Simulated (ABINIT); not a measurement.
# SiPbS3 (Pm-3m): zone-centre phonons

Which modes does SiPbS3 (Pm-3m) have at the zone centre?

Program: ABINIT 10.8.3. Level of theory: DFT LDA, scalar-relativistic, plane waves, HGH norm-conserving pseudopotentials. Results are calculated unless marked as measured.

Most raw output is cut from this account.

The structure was built from a prototype and need not be the compound's stable phase.

## Step 1: Set-up

Symmetry: Pm-3m, No. 221, cubic system. The conventional cell has a = 4.390 Å, b = 4.390 Å, c = 4.390 Å, α = 90.00°, β = 90.00°, γ = 90.00°. Nearest to Pb lie 12 S at 3.10 Å. Nearest to Si lie 6 S at 2.20 Å. S has 2 Si at 2.20 Å and 4 Pb at 3.10 Å nearest. Farther neighbours and most contacts between anions are not listed.

As a file:

```cif
data_structure
_symmetry_space_group_name_H-M 'P 1'
_symmetry_Int_Tables_number 1
_cell_length_a 4.3904
_cell_length_b 4.3904
_cell_length_c 4.3904
_cell_angle_alpha 90.000
_cell_angle_beta 90.000
_cell_angle_gamma 90.000
_cell_volume 84.63
loop_
_atom_site_label
_atom_site_type_symbol
_atom_site_fract_x
_atom_site_fract_y
_atom_site_fract_z
_atom_site_occupancy
Pb1 Pb 0.00000 0.00000 0.00000 1
Si2 Si 0.50000 0.50000 0.50000 1
S3 S 0.50000 0.50000 0.00000 1
S4 S 0.50000 0.00000 0.50000 1
S5 S 0.00000 0.50000 0.50000 1
```

## Step 2: A probe with smearing

A first run with smearing and empty bands tells whether the crystal has a gap, which decides between fixed occupations and smearing later on.

Contents of probe.abi:

```
# ground state
tolvrs 1.0d-08
prtden 1
prtwf 1

# basis, mesh and filling
ecut 24.0
ixc 7
ngkpt 4 4 4
nshiftk 1
shiftk 0.0 0.0 0.0
istwfk *1
occopt 7
tsmear 0.005
nband 20
nstep 100
diemac 9.0
prtebands 0
prtgsr 0

# cell and atoms
acell 3*1.0 Angstrom
rprim 
    4.3904 0.0 0.0
    0.0 4.3904 0.0
    0.0 0.0 4.3904
ntypat 3
znucl 82 14 16
natom 5
typat 1 2 3 3 3
xred 
    0.0 0.0 0.0
    0.5 0.5 0.5
    0.5 0.5 0.0
    0.5 0.0 0.5
    0.0 0.5 0.5
pp_dirpath "./pseudo"
pseudos "Pb.hgh, Si.hgh, S.hgh"
```

Run with:

```
OMP_NUM_THREADS=1 mpirun -n 4 abinit probe.abi > probe.log
```

The job ended after 9.9 s (4 MPI ranks of Arm Neoverse N1, shared host).

Numbers from this step:

| Quantity | Value |
| --- | --- |
| volume per atom | 16.93 Å³ |
| pressure | 8.356 GPa |
| gap on the k-mesh | 0 eV |

No gap opens on this mesh, so smearing is kept; the printed pressure holds the stress of the finite basis too.

## Step 3: Rough relaxation

The typed start is rough, so a first relaxation with smearing and loose thresholds takes it towards rest cheaply.

Contents of prerelax.abi:

```
# relaxation
ionmov 2
optcell 2
dilatmx 1.15
chkdilatmx 0
ntime 40
tolmxf 3.0d-04
tolvrs 1.0d-10
prtwf 0
prtden 0
chksymtnons 0

# basis, mesh and filling
ecut 25.0
ecutsm 3.0
ixc 7
ngkpt 4 4 4
nshiftk 1
shiftk 0.0 0.0 0.0
istwfk *1
occopt 7
tsmear 0.005
nband 20
nstep 100
diemac 1000000.0
prtebands 0
prtgsr 0

# cell and atoms
acell 3*1.0 Angstrom
rprim 
    4.3904 0.0 0.0
    0.0 4.3904 0.0
    0.0 0.0 4.3904
ntypat 3
znucl 82 14 16
natom 5
typat 1 2 3 3 3
xred 
    0.0 0.0 0.0
    0.5 0.5 0.5
    0.5 0.5 0.0
    0.5 0.0 0.5
    0.0 0.5 0.5
pp_dirpath "./pseudo"
pseudos "Pb.hgh, Si.hgh, S.hgh"
```

Run with:

```
OMP_NUM_THREADS=1 mpirun -n 4 abinit prerelax.abi > prerelax.log
```

Run time: 61 s. Hardware: 4 MPI ranks.

The steps of the relaxation:

```
step  energy less that of the first step (eV)  largest force (eV/Å)  volume (Å³)
   1                                   0.0000                0.0000        84.63
   2                                  -0.1125                0.0000        87.03
   3                                  -0.2032                0.0000        91.72
   4                                  -0.2044                0.0000        92.30
```

```
conventional cell, symmetrised  before  after  change
                         a (Å)   4.390  4.519  +2.9 %
                         b (Å)   4.390  4.519  +2.9 %
                         c (Å)   4.390  4.519  +2.9 %
              volume (Å³/atom)   16.93  18.46  +9.1 %
```

Read from the output:

```yaml
volume_per_atom: 18.46 Å³
pressure: 0.05777 GPa
```

The volume changes by +9.1 % in this run and stands +9.1 % from the first cell.

## Step 4: Relaxing the cell and atoms

The harmonic expansion needs vanishing forces, and a free crystal bears no stress, so cell and atoms are brought to rest. Stress is more sensitive to the basis than forces are: the last 3 Ha under the cutoff are smoothed with ecutsm, and the cutoff is raised above that of the later runs.

Contents of relax.abi:

```
# relaxation
ionmov 2
optcell 2
dilatmx 1.08
ntime 40
tolmxf 1.0d-05
tolvrs 1.0d-14
prtwf 0
prtden 0
chksymtnons 0

# basis, mesh and filling
ecut 31.0
ecutsm 3.0
ixc 7
ngkpt 6 6 6
nshiftk 1
shiftk 0.0 0.0 0.0
istwfk *1
occopt 7
tsmear 0.01
nband 20
nstep 100
diemac 1000000.0
prtebands 0
prtgsr 0

# cell and atoms
acell 3*1.0 Angstrom
rprim 
    4.519304601 0.0 0.0
    0.0 4.519304601 0.0
    0.0 0.0 4.519304601
ntypat 3
znucl 82 14 16
natom 5
typat 1 2 3 3 3
xred 
    0.0 0.0 0.0
    0.5 0.5 0.5
    0.5 0.5 0.0
    0.5 0.0 0.5
    0.0 0.5 0.5
pp_dirpath "./pseudo"
pseudos "Pb.hgh, Si.hgh, S.hgh"
```

Run with:

```
OMP_NUM_THREADS=1 mpirun -n 4 abinit relax.abi > relax.log
```

Run time: 2 min. Hardware: 4 MPI ranks.

Step by step:

```
step  energy less that of the first step (eV)  largest force (eV/Å)  volume (Å³)
   1                                   0.0000                0.0000        92.30
   2                                  -0.0019                0.0000        92.62
   3                                  -0.0042                0.0000        93.52
   4                                  -0.0042                0.0000        93.53
```

```
conventional cell, symmetrised  before  after  change
                         a (Å)   4.519  4.539  +0.4 %
                         b (Å)   4.519  4.539  +0.4 %
                         c (Å)   4.519  4.539  +0.4 %
              volume (Å³/atom)   18.46  18.71  +1.3 %
```

This step gave:

| Quantity | Value |
| --- | --- |
| volume per atom | 18.71 Å³ |
| pressure | 1.17e-4 GPa |

The volume changes by +1.3 % in this run and stands +10.5 % from the first cell.

## Step 5: Ground state

The response is built on these wavefunctions, so the potential is converged far more tightly than an energy would need. Smearing stays on, as the first look found no gap above 0.3 eV.

Contents of gs.abi:

```
# ground state
tolvrs 1.0d-16
prtden 1
prtwf 1

# basis, mesh and filling
ecut 24.0
ixc 7
ngkpt 6 6 6
nshiftk 1
shiftk 0.0 0.0 0.0
istwfk *1
occopt 7
tsmear 0.01
nband 20
nstep 100
diemac 1000000.0
prtebands 0
prtgsr 0

# cell and atoms
acell 3*1.0 Angstrom
rprim 
    4.53927383 0.0 0.0
    0.0 4.53927383 0.0
    0.0 0.0 4.53927383
ntypat 3
znucl 82 14 16
natom 5
typat 1 2 3 3 3
xred 
    0.0 0.0 0.0
    0.5 0.5 0.5
    0.5 0.5 0.0
    0.5 0.0 0.5
    0.0 0.5 0.5
pp_dirpath "./pseudo"
pseudos "Pb.hgh, Si.hgh, S.hgh"
```

Run with:

```
OMP_NUM_THREADS=1 mpirun -n 4 abinit gs.abi > gs.log
```

Wall time 23 s (4 MPI ranks).

This step gave:

* pressure: -0.6293 GPa

The cell stands at -0.63 GPa: the relaxation ran with a smoothed and higher cutoff, and the difference is a stress of the finite basis.

## Step 6: Linear response at Γ

At q = 0 one unit cell holds all displacements. The response is solved for single atoms along the cell's directions, and symmetry skips those that follow from others. The crystal is treated as a metal, which screens a static field, so no field response is asked.

Contents of dfpt_gamma.abi:

```

# common to the responses
getwfk_filepath "gso_WFK"
kptopt 2
nqpt 1
qpt 0.0 0.0 0.0
asr 0
chneut 0

# displacements
rfphon 1
rfatpol 1 5
rfdir 1 1 1
tolvrs 1.0d-10
prtwf 0

# basis, mesh and filling
ecut 24.0
ixc 7
ngkpt 6 6 6
nshiftk 1
shiftk 0.0 0.0 0.0
istwfk *1
occopt 7
tsmear 0.01
nband 20
nstep 100
diemac 1000000.0
prtebands 0
prtgsr 0

# cell and atoms
acell 3*1.0 Angstrom
rprim 
    4.53927383 0.0 0.0
    0.0 4.53927383 0.0
    0.0 0.0 4.53927383
ntypat 3
znucl 82 14 16
natom 5
typat 1 2 3 3 3
xred 
    0.0 0.0 0.0
    0.5 0.5 0.5
    0.5 0.5 0.0
    0.5 0.0 0.5
    0.0 0.5 0.5
pp_dirpath "./pseudo"
pseudos "Pb.hgh, Si.hgh, S.hgh"
```

Run with:

```
OMP_NUM_THREADS=1 mpirun -n 4 abinit dfpt_gamma.abi > dfpt_gamma.log
```

Elapsed: 3.4 min, on 4 MPI ranks.

Numbers from this step:

```yaml
largest_acoustic_frequency_at_the_zone_centre_before_the_sum_rule: 3.38 cm⁻¹
highest_optical_zone_centre_mode_no_lo_to_term: 318.4 cm⁻¹
lowest_optical_zone_centre_mode: -150.9 cm⁻¹
```

The acoustic modes at Γ come out as far as 3.4 cm⁻¹ from zero, where they should vanish, a small numerical error. The lowest optical mode is imaginary, 151i cm⁻¹, an instability at this level and on this k mesh.

## Step 7: Modes with the sum rule

anaddb reads the merged derivatives and imposes the acoustic sum rule.

Contents of anaddb.abi:

```
ddb_filepath "gamma_DDB"
output_file "anaddb.abo"
outdata_prefix "anaddb"
asr 1
chneut 1
enunit 2
eivec 1
nph1l 1
qph1l 0.0 0.0 0.0 1.0
```

Contents of mrgddb.in:

```
gamma_DDB
merged
2
dfpt_gammao_DDB
gso_DDB
```

Run with:

```
mrgddb < mrgddb.in > mrgddb.log
OMP_NUM_THREADS=1 anaddb anaddb.abi > anaddb.log
```

It took 0.54 s on 1 thread.

Numbers from this step:

```
lowest optical zone-centre mode : -151.0 cm⁻¹
```

No LO-TO term; unit eigenvectors of the mass-weighted matrix, from anaddb's displacements. Modes at Γ, with each element's share of the kinetic energy (negative means imaginary):

```
mode  frequency (cm⁻¹)  symmetry  Pb %  Si %  S %
   1            -151.0       T1u     9    22   69
   2            -151.0       T1u     9    22   69
   3            -151.0       T1u     9    22   69
   4            -107.6       T2u     0     0  100
   5            -107.6       T2u     0     0  100
   6            -107.6       T2u     0     0  100
   7             -31.4       T1u    29    50   22
   8             -31.4       T1u    29    50   22
   9             -31.4       T1u    29    50   22
  10               0.0  acoustic    63     8   29
  11               0.0  acoustic    63     8   29
  12               0.0  acoustic    63     8   29
  13             318.4       T1u     0    20   80
  14             318.4       T1u     0    20   80
  15             318.4       T1u     0    20   80
```

Displacements in mode 1 (-151.0 cm⁻¹), the largest set to 1:
```
Pb1  0.00  0.00 -0.20
Si2  0.00  0.00 -0.85
S3   0.00  0.00  0.02
S4   0.00  0.00  1.00
S5   0.00  0.00  1.00
```

Displacements in mode 13 (318.4 cm⁻¹), the largest set to 1:
```
Pb1  0.00  0.00  0.01
Si2  0.00  0.00  0.56
S3   0.00  0.00 -1.00
S4   0.00  0.00  0.22
S5   0.00  0.00  0.22
```

The rule moves no optical mode by more than 0.3 cm⁻¹.

## Step 8: What came out

```yaml
space_group_after_relaxation: Pm-3m
volume_per_atom: 18.7 Å³
highest_optical_zone_centre_mode_no_lo_to_term: 318.4 cm⁻¹
lowest_optical_zone_centre_mode: -151.0 cm⁻¹
imaginary_optical_modes_at_the_zone_centre_no_q_mesh_in_this_session: yes
```

At the LDA level the optical modes of SiPbS3 (Pm-3m) at the zone centre run from 151i to 318 cm⁻¹, so the structure is a saddle point, with 9 modes beyond 10i cm⁻¹ there. The base run prints -0.63 GPa, mostly the error of a finite basis; the relaxation, with a smoothed and higher cutoff, had brought the cell to rest. These are harmonic frequencies at zero temperature: anharmonic shifts and linewidths and thermal expansion are left out. Spin-orbit coupling is left out, which can matter for the heavy elements here. The HGH files keep few electrons and have no core correction, which is cheap but rough for Pb. In a metal the frequencies hang on the k mesh and the smearing, most of all near Kohn anomalies. The structure is a hypothetical one, built on a prototype.

[Host names and launcher messages were left out of these logs when they were recorded.]

[Logs are printed without paths, hosts, clocks, repeated set-up lines and the standing remarks that a program may print on its own settings, such as how far it seeks lower states.]

[Hosts, paths, dates, database ids (printed as entryN), source tags and the programs' standing remarks are cut or masked in the printed files.]
